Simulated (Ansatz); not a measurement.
# CmAs: Hubbard U from linear response, part 2 of 2

Aim: a Hubbard U for Cm in CmAs from linear response, and how it converges.

functionals named at each step; plane waves, collinear spin, no spin–orbit coupling.

So far, computed U (eV): step 4 (PBE, one cell) 3.23; step 5 (PBE, q-mesh 2×2×2) 3.88.

In doubt: an open 5f shell, unless half filled, can sit in one of many states, so energies may not be the lowest and differences between runs may mislead.

## (7) PBE, shifted q-mesh 2×2×2

Level of this step: PBE with U on Cm f by linear response (Ansatz).

A mesh of wavevectors stands for a supercell in which the shifted site is farther from its images; shifted off q = 0, it leaves out the wavevector at which all images move together.

input.yaml reads:

```yaml
crystal:
  lattice:
    - [0.0, 2.9505, 2.9505]
    - [2.9505, 0.0, 2.9505]
    - [2.9505, 2.9505, 0.0]
  atoms:
    - { symbol: Cm, position: [0.5, 0.5, 0.5], spin: 7.5 }
    - { symbol: As, position: [0.0, 0.0, 0.0] }
magnetization:
  spin_polarized: true
kpoints:
  mp_grid: { grid: [8, 8, 8] }
hamiltonian:
  xc: pbe
  hubbard:
    sites: [{ species: Cm, l: f, u_eff: linear-response }]
    lr: { qmesh: [2, 2, 2], qmesh_shift: [0.5, 0.5, 0.5] }
scf:
  occupations: { method: fermi_dirac, width: 0.1 }
output:
  eigenvalues: true
```

Launch:

```console
$ ansatz run input.yaml --threads 2 --pin off --max-ram 5120MiB --backend cpu --events-out ev --progress --plain --runs-dir out
```

Numbers of over 12 decimals in the logs are rounded to 6 here.

The program printed:

```text
[...]
LR-U cycle 1: input U_eff = [0.000] eV
Crystal: 2 atoms, lattice volume = 51.371 Å³
Basis set: ecut = 420 eV, 965 PW (Γ)
Bands: 25, of which v1, the nominal top of the filled ones, is band 17 counted from 1 (16 counted from 0)
Symmetry: 48 space group operations
[...]
k-points: 29 of 512
[...]
Starting moments: Σ|m| = 7.5 μB on 1 of 2 sites
[...]
k-point 1 ↑: bands = [... 13 lower, 8.0088, 8.1826, 8.1826, 8.2085, 12.3976, 12.9508, 12.9508, 14.5403, ... 4 higher]
  k-point 2 ↑: bands = [... 13 lower, 8.0510, 8.1282, 8.1282, 8.2111, 10.6195, 11.8143, 11.8143, 15.0127, ... 4 higher]
  k-point 28 ↓: bands = [... 13 lower, 15.2496, 15.2496, 15.8673, 15.8673, 15.9175, 16.0623, 16.1128, 17.3245, ... 4 higher]
Occupation matrices written to <dir>
[key lines of the parts left out:]
SCF converged after 12 iterations
Magnetization: 6.9804 μB (19.9902 up, 13.0098 down)
Free energy (F): -21052.824436 eV
Fermi energy:    13.081366 eV
```

Run time: 2 min. Hardware: 2 threads of Arm Neoverse V1, shared host; peak memory 1.5 GiB.

The response of each shell:

```csv
site,electrons,χ₀ (1/eV),χ (1/eV),U (eV)
Cm1,7.150,-0.1738,-0.1034,3.91
```

For Cm1 the on-site elements alone give 1/χ₀ − 1/χ = 3.92 eV, the inverses of the full matrices 3.91 eV, and the program reports 3.91 eV. The state, moments and gap printed next belong to the closing SCF at this U.

Numbers from this step:

| Property | Result |
| --- | --- |
| magnetization | 6.98 μB |
| final state | ferromagnetic |
| largest moment | 6.822 μB |

U on Cm is 3.91 eV here against 3.88 eV (+0.9 %) in the run that differs in the way the response is sampled alone (PBE, q-mesh 2×2×2), at 2.4 times its CPU time. Only one of the two values carries the program's interpolation, which is part of the difference.

## (8) PBE, one cell, self-consistent

The one-shot value comes from a state without U, which may be far from the corrected one. Cycling feeds each U back until it stands.

Edit input.yaml of step 7 so:

```diff
@@ -15,4 +15,4 @@
   hubbard:
-    sites: [{ species: Cm, l: f, u_eff: linear-response }]
-    lr: { qmesh: [2, 2, 2], qmesh_shift: [0.5, 0.5, 0.5] }
+    sites: [{ species: Cm, l: f, u_eff: self-consistent }]
+    lr: { max_cycles: 12 }
 scf:
```

The program printed:

```text
[...]
LR-U cycle 1: input U_eff = [0.000] eV
Crystal: 2 atoms, lattice volume = 51.371 Å³
Basis set: ecut = 420 eV, 965 PW (Γ)
Bands: 25, of which v1, the nominal top of the filled ones, is band 17 counted from 1 (16 counted from 0)
Symmetry: 48 space group operations
[...]
k-points: 29 of 512
[...]
Starting moments: Σ|m| = 7.5 μB on 1 of 2 sites
[...]
k-point 1 ↑: bands = [... 13 lower, 8.5204, 8.6947, 8.6947, 8.7214, 12.4210, 12.9678, 12.9678, 14.5456, ... 4 higher]
  k-point 2 ↑: bands = [... 13 lower, 8.5607, 8.6390, 8.6390, 8.7241, 10.6760, 11.8297, 11.8297, 15.0187, ... 4 higher]
  k-point 28 ↓: bands = [... 13 lower, 14.9433, 14.9433, 15.4223, 15.4223, 15.4802, 15.6106, 15.6846, 17.1935, ... 4 higher]
Occupation matrices written to <dir>
[key lines of the parts left out:]
SCF converged after 12 iterations
Magnetization: 6.9782 μB (19.9891 up, 13.0109 down)
Free energy (F): -21052.878415 eV
Fermi energy:    13.090156 eV
```

Wall time 28 s (2 threads); peak memory 0.41 GiB; 53 s of CPU time.

U by cycle:

```csv
cycle,U put in (eV),largest change (eV)
1,0,3.2
2,3.23,0.30
3,2.93,0.030
4,2.96,0.0030
```

The response of each shell:

```
site  electrons  χ₀ (1/eV)  χ (1/eV)  U (eV)
 Cm1      7.076   -0.05193  -0.04502    2.96
```

For Cm1 the on-site elements alone give 1/χ₀ − 1/χ = 2.96 eV, the inverses of the full matrices 2.96 eV, and the program reports 2.96 eV. The state, moments and gap printed next belong to the closing SCF at this U.

This step gave:

```yaml
magnetization: 6.978 μB
final_state: ferromagnetic
largest_moment: 6.804 μB
```

U on Cm is 2.96 eV here against 3.23 eV (-8 %) in the run that differs in self-consistency alone (PBE, one cell), at 2.5 times its CPU time. Both come from one cell, whose images are shifted too.

## (9) PBE, q-mesh 2×2×2, all-electron-atomic projectors

The orbitals on which electrons are counted define U, so another set of projectors gives another number.

Edit input.yaml of step 8 so:

```diff
@@ -15,4 +15,5 @@
   hubbard:
-    sites: [{ species: Cm, l: f, u_eff: self-consistent }]
-    lr: { max_cycles: 12 }
+    sites: [{ species: Cm, l: f, u_eff: linear-response }]
+    projectors: all-electron-atomic
+    lr: { qmesh: [2, 2, 2] }
 scf:
```

The program printed:

```text
[...]
LR-U cycle 1: input U_eff = [0.000] eV
Crystal: 2 atoms, lattice volume = 51.371 Å³
Basis set: ecut = 420 eV, 965 PW (Γ)
Bands: 25, of which v1, the nominal top of the filled ones, is band 17 counted from 1 (16 counted from 0)
Symmetry: 48 space group operations
[...]
k-points: 29 of 512
[...]
Starting moments: Σ|m| = 7.5 μB on 1 of 2 sites
[...]
k-point 1 ↑: bands = [... 13 lower, 8.4463, 8.6538, 8.6538, 8.6855, 12.4517, 12.9926, 12.9926, 14.5424, ... 4 higher]
  k-point 2 ↑: bands = [... 13 lower, 8.4925, 8.5885, 8.5885, 8.6884, 10.7158, 11.8493, 11.8493, 15.0220, ... 4 higher]
  k-point 28 ↓: bands = [... 13 lower, 14.9468, 14.9468, 15.3730, 15.3730, 15.4115, 15.5671, 15.6195, 17.1304, ... 4 higher]
Occupation matrices written to <dir>
[key lines of the parts left out:]
SCF converged after 12 iterations
Magnetization: 6.9773 μB (19.9886 up, 13.0114 down)
Free energy (F): -21052.829232 eV
Fermi energy:    13.110834 eV
```

Wall time 51 s (2 threads); peak memory 0.65 GiB.

Bare and screened response, and U:

```csv
site,electrons,χ₀ (1/eV),χ (1/eV),U (eV)
Cm1,7.231,-0.2023,-0.1262,2.97
```

For Cm1 the on-site elements alone give 1/χ₀ − 1/χ = 2.98 eV, the inverses of the full matrices 2.95 eV, and the program reports 2.97 eV, after an interpolation towards a dense mesh that it makes on unshifted meshes and on single cells of several shells. The state, moments and gap printed next belong to the closing SCF at this U.

Read from the output:

```yaml
magnetization: 6.977 μB
final_state: ferromagnetic
largest_moment: 6.809 μB
```

U on Cm is 2.97 eV here against 3.88 eV (-23 %) in the run that differs in the projectors alone (PBE, q-mesh 2×2×2), at 1.0 times its CPU time.

## (10) PBE, q-mesh 2×2×2, ortho-atomic projectors

The orbitals on which electrons are counted define U, so another set of projectors gives another number.

Edit input.yaml of step 9 so:

```diff
@@ -16,3 +16,3 @@
     sites: [{ species: Cm, l: f, u_eff: linear-response }]
-    projectors: all-electron-atomic
+    projectors: ortho-atomic
     lr: { qmesh: [2, 2, 2] }
```

The program printed:

```text
[...]
LR-U cycle 1: input U_eff = [0.000] eV
Crystal: 2 atoms, lattice volume = 51.371 Å³
Basis set: ecut = 420 eV, 965 PW (Γ)
Bands: 25, of which v1, the nominal top of the filled ones, is band 17 counted from 1 (16 counted from 0)
Symmetry: 48 space group operations
[...]
k-points: 29 of 512
[...]
Starting moments: Σ|m| = 7.5 μB on 1 of 2 sites
[...]
k-point 1 ↑: bands = [... 13 lower, 8.1142, 8.2877, 8.2877, 8.3139, 12.4067, 12.9585, 12.9585, 14.5402, ... 4 higher]
  k-point 2 ↑: bands = [... 13 lower, 8.1557, 8.2328, 8.2328, 8.3165, 10.6361, 11.8209, 11.8209, 15.0141, ... 4 higher]
  k-point 28 ↓: bands = [... 13 lower, 15.1809, 15.1809, 15.7507, 15.7507, 15.8006, 15.9453, 15.9978, 17.2754, ... 4 higher]
Occupation matrices written to <dir>
[key lines of the parts left out:]
SCF converged after 12 iterations
Magnetization: 6.9798 μB (19.9899 up, 13.0101 down)
Free energy (F): -21052.830017 eV
Fermi energy:    13.086131 eV
```

It took 49 s on 2 threads; peak memory 0.63 GiB.

Bare and screened response, and U:

```csv
site,electrons,χ₀ (1/eV),χ (1/eV),U (eV)
Cm1,7.160,-0.1754,-0.1064,3.69
```

For Cm1 the on-site elements alone give 1/χ₀ − 1/χ = 3.70 eV, the inverses of the full matrices 3.67 eV, and the program reports 3.69 eV, after an interpolation towards a dense mesh that it makes on unshifted meshes and on single cells of several shells. The state, moments and gap printed next belong to the closing SCF at this U.

This step gave:

| Quantity | Value |
| --- | --- |
| magnetization | 6.98 μB |
| final state | ferromagnetic |
| largest moment | 6.819 μB |

U on Cm is 3.69 eV here against 2.97 eV (+24 %) in the run that differs in the projectors alone (PBE, q-mesh 2×2×2, all-electron-atomic projectors), at 0.96 times its CPU time.

## (11) PBE, q-mesh 3×3×3

A mesh of wavevectors stands for a supercell in which the shifted site is farther from its images.

input.yaml, the sections that differ from step 10:

```yaml
kpoints:
  mp_grid: { grid: [9, 9, 9] }
hamiltonian:
  xc: pbe
  hubbard:
    sites: [{ species: Cm, l: f, u_eff: linear-response }]
    lr: { qmesh: [3, 3, 3] }
# crystal, magnetization, scf, output: as in step 10
```

The program printed:

```text
[...]
LR-U cycle 1: input U_eff = [0.000] eV
Crystal: 2 atoms, lattice volume = 51.371 Å³
Basis set: ecut = 420 eV, 965 PW (Γ)
Bands: 25, of which v1, the nominal top of the filled ones, is band 17 counted from 1 (16 counted from 0)
Symmetry: 48 space group operations
[...]
k-points: 35 of 729
[...]
Starting moments: Σ|m| = 7.5 μB on 1 of 2 sites
[...]
k-point 1 ↑: bands = [... 13 lower, 8.0079, 8.1901, 8.1901, 8.2109, 12.6065, 13.0938, 13.0938, 14.4821, ... 4 higher]
  k-point 2 ↑: bands = [... 13 lower, 8.0431, 8.1432, 8.1432, 8.2131, 10.9904, 12.0379, 12.0379, 14.8988, ... 4 higher]
  k-point 34 ↓: bands = [... 13 lower, 15.0453, 15.4305, 15.8519, 15.8600, 15.9135, 16.0595, 16.1132, 17.0858, ... 4 higher]
Occupation matrices written to <dir>
[key lines of the parts left out:]
SCF converged after 12 iterations
Magnetization: 6.9822 μB (19.9911 up, 13.0089 down)
Free energy (F): -21052.826159 eV
Fermi energy:    13.104970 eV
```

Wall time 2.6 min (2 threads); peak memory 1.3 GiB.

Bare and screened response, and U:

```
site  electrons  χ₀ (1/eV)  χ (1/eV)  U (eV)
 Cm1      7.150    -0.1743   -0.1036    3.91
```

For Cm1 the on-site elements alone give 1/χ₀ − 1/χ = 3.92 eV, the inverses of the full matrices 3.90 eV, and the program reports 3.91 eV. The state, moments and gap printed next belong to the closing SCF at this U.

Read from the output:

```
magnetization  : 6.982 μB
final state    : ferromagnetic
largest moment : 6.822 μB
```

U on Cm is 3.91 eV here against 3.91 eV (-0.1 %) in the run that differs in the way the response is sampled and in its k-mesh (PBE, shifted q-mesh 2×2×2), at 1.3 times its CPU time. Only one of the two values carries the program's interpolation, which is part of the difference.

## (12) PBE, supercell ×2

An explicit supercell repeats the cell in place of a mesh of wavevectors.

Edit input.yaml of step 11 so:

```diff
@@ -11,3 +11,3 @@
 kpoints:
-  mp_grid: { grid: [9, 9, 9] }
+  mp_grid: { grid: [8, 8, 8] }
 hamiltonian:
@@ -16,3 +16,3 @@
     sites: [{ species: Cm, l: f, u_eff: linear-response }]
-    lr: { qmesh: [3, 3, 3] }
+    lr_supercell: 2
 scf:
```

The program printed:

```text
[...]
LR-U cycle 1: input U_eff = [0.000] eV
Crystal: 2 atoms, lattice volume = 51.371 Å³
Basis set: ecut = 420 eV, 965 PW (Γ)
Bands: 25, of which v1, the nominal top of the filled ones, is band 17 counted from 1 (16 counted from 0)
Symmetry: 48 space group operations
[...]
k-points: 29 of 512
[...]
Starting moments: Σ|m| = 7.5 μB on 1 of 2 sites
[...]
k-point 1 ↑: bands = [... 13 lower, 8.0248, 8.1986, 8.1986, 8.2246, 12.3982, 12.9513, 12.9513, 14.5405, ... 4 higher]
  k-point 2 ↑: bands = [... 13 lower, 8.0670, 8.1442, 8.1442, 8.2272, 10.6210, 11.8147, 11.8147, 15.0129, ... 4 higher]
  k-point 28 ↓: bands = [... 13 lower, 15.2404, 15.2404, 15.8531, 15.8531, 15.9035, 16.0478, 16.0992, 17.3197, ... 4 higher]
Occupation matrices written to <dir>
[key lines of the parts left out:]
SCF converged after 12 iterations
Magnetization: 6.9803 μB (19.9902 up, 13.0098 down)
Free energy (F): -21052.826000 eV
Fermi energy:    13.081587 eV
```

Run time: 4.2 min. Hardware: 2 threads; peak memory 2.5 GiB; 8.1 min of CPU time.

The result:

| site | electrons | U (eV) |
| --- | --- | --- |
| Cm1 | 7.150 | 3.88 |

Numbers from this step:

* magnetization: 6.98 μB
* final state: ferromagnetic
* largest moment: 6.822 μB

U on Cm is 3.88 eV here against 3.91 eV (-0.8 %) in the run that differs in the way the response is sampled alone (PBE, shifted q-mesh 2×2×2), at 2.0 times its CPU time. Only one of the two values carries the program's interpolation, which is part of the difference.

## (13) PBE, q-mesh 2×2×2, self-consistent

The one-shot value comes from a state without U, which may be far from the corrected one. Cycling feeds each U back until it stands.

Edit input.yaml of step 12 so:

```diff
@@ -15,4 +15,4 @@
   hubbard:
-    sites: [{ species: Cm, l: f, u_eff: linear-response }]
-    lr_supercell: 2
+    sites: [{ species: Cm, l: f, u_eff: self-consistent }]
+    lr: { qmesh: [2, 2, 2], max_cycles: 10 }
 scf:
```

The program printed:

```text
[...]
LR-U cycle 1: input U_eff = [0.000] eV
Crystal: 2 atoms, lattice volume = 51.371 Å³
Basis set: ecut = 420 eV, 965 PW (Γ)
Bands: 25, of which v1, the nominal top of the filled ones, is band 17 counted from 1 (16 counted from 0)
Symmetry: 48 space group operations
[...]
k-points: 29 of 512
[...]
Starting moments: Σ|m| = 7.5 μB on 1 of 2 sites
[...]
k-point 1 ↑: bands = [... 13 lower, 8.1002, 8.2741, 8.2741, 8.3002, 12.4014, 12.9536, 12.9536, 14.5412, ... 4 higher]
  k-point 2 ↑: bands = [... 13 lower, 8.1421, 8.2195, 8.2195, 8.3028, 10.6282, 11.8168, 11.8168, 15.0137, ... 4 higher]
  k-point 28 ↓: bands = [... 13 lower, 15.1968, 15.1968, 15.7863, 15.7863, 15.8379, 15.9802, 16.0351, 17.2975, ... 4 higher]
Occupation matrices written to <dir>
[key lines of the parts left out:]
SCF converged after 12 iterations
Magnetization: 6.9800 μB (19.9900 up, 13.0100 down)
Free energy (F): -21052.833461 eV
Fermi energy:    13.082674 eV
```

Run time: 2.1 min. Hardware: 2 threads; peak memory 0.68 GiB.

U by cycle:

```
cycle  U put in (eV)  largest change (eV)
    1              0                  3.9
    2           3.88                 0.14
    3           3.73               0.0047
```

The response of each shell:

```csv
site,electrons,χ₀ (1/eV),χ (1/eV),U (eV)
Cm1,7.064,-0.04587,-0.03914,3.74
```

For Cm1 the on-site elements alone give 1/χ₀ − 1/χ = 3.75 eV, the inverses of the full matrices 3.73 eV, and the program reports 3.74 eV, after an interpolation towards a dense mesh that it makes on unshifted meshes and on single cells of several shells. The state, moments and gap printed next belong to the closing SCF at this U.

Read from the output:

- magnetization: 6.98 μB
- final state: ferromagnetic
- largest moment: 6.819 μB

U on Cm is 3.74 eV here against 2.96 eV (+26 %) in the run that differs in the way the response is sampled alone (PBE, one cell, self-consistent), at 4.7 times its CPU time. Only one of the two values carries the program's interpolation, which is part of the difference.

## (14) All values together

```
                                              run    k-mesh  state of the response  U(Cm) (eV)  largest moment at that U (μB)  CPU time
                                              PBE  12×12×12                      -           0                           6.70      15 s
                                    PBE, one cell     8×8×8           chosen order        3.23                           6.81      21 s
                                PBE, q-mesh 2×2×2     8×8×8           chosen order        3.88                           6.82      99 s
                        PBE, shifted q-mesh 2×2×2     8×8×8           chosen order        3.91                           6.82     4 min
                   PBE, one cell, self-consistent     8×8×8           chosen order        2.96                           6.80      53 s
PBE, q-mesh 2×2×2, all-electron-atomic projectors     8×8×8           chosen order        2.97                           6.81     100 s
       PBE, q-mesh 2×2×2, ortho-atomic projectors     8×8×8           chosen order        3.69                           6.82      96 s
                                PBE, q-mesh 3×3×3     9×9×9           chosen order        3.91                           6.82   5.2 min
                                PBE, supercell ×2     8×8×8           chosen order        3.88                           6.82   8.1 min
               PBE, q-mesh 2×2×2, self-consistent     8×8×8           chosen order        3.74                           6.82   4.2 min
```

## (15) Results

| Property | Result |
| --- | --- |
| U(Cm), one-shot value on the finest mesh | 3.91 eV |
| U(Cm), self-consistent (q-mesh 2×2×2) | 3.74 eV |
| range of U(Cm) over these recipes | 2.96 to 3.91 eV |

**Reading.** Linear response puts U for Cm in CmAs at 3.9 eV (PBE, q-mesh 3×3×3), and the recipes tried spread from 3.0 to 3.9 eV. The cheapest one-shot value (PBE, one cell) is 3.23 eV and that on the finest mesh (PBE, q-mesh 3×3×3) 3.91 eV, -17 % apart, at 15 times the CPU time. Iterating U to self-consistency took 3 cycles and ends at 3.74 eV, against 3.88 eV in one shot on the same sampling. The magnetic states on which the responses were measured: chosen order; 3 starts finished among the 3 run to choose the order. For 5f shells spin–orbit coupling is as large as these effects and is left out here, so moments and couplings are those of a spin-only model.

[Logs and program files are shortened in this print: banners, set-up blocks, solver, clock and traceback lines can be left out without a mark of their own.]

[Logs are printed without paths, hosts, clocks, repeated set-up lines and the standing remarks that a program may print on its own settings, such as how far it seeks lower states.]

[Hosts, paths, dates, database ids (printed as entryN), source tags and the programs' standing remarks are cut or masked in the printed files.]

[Where a cell is said to come from a database of computed structures, the database is the Materials Project.]
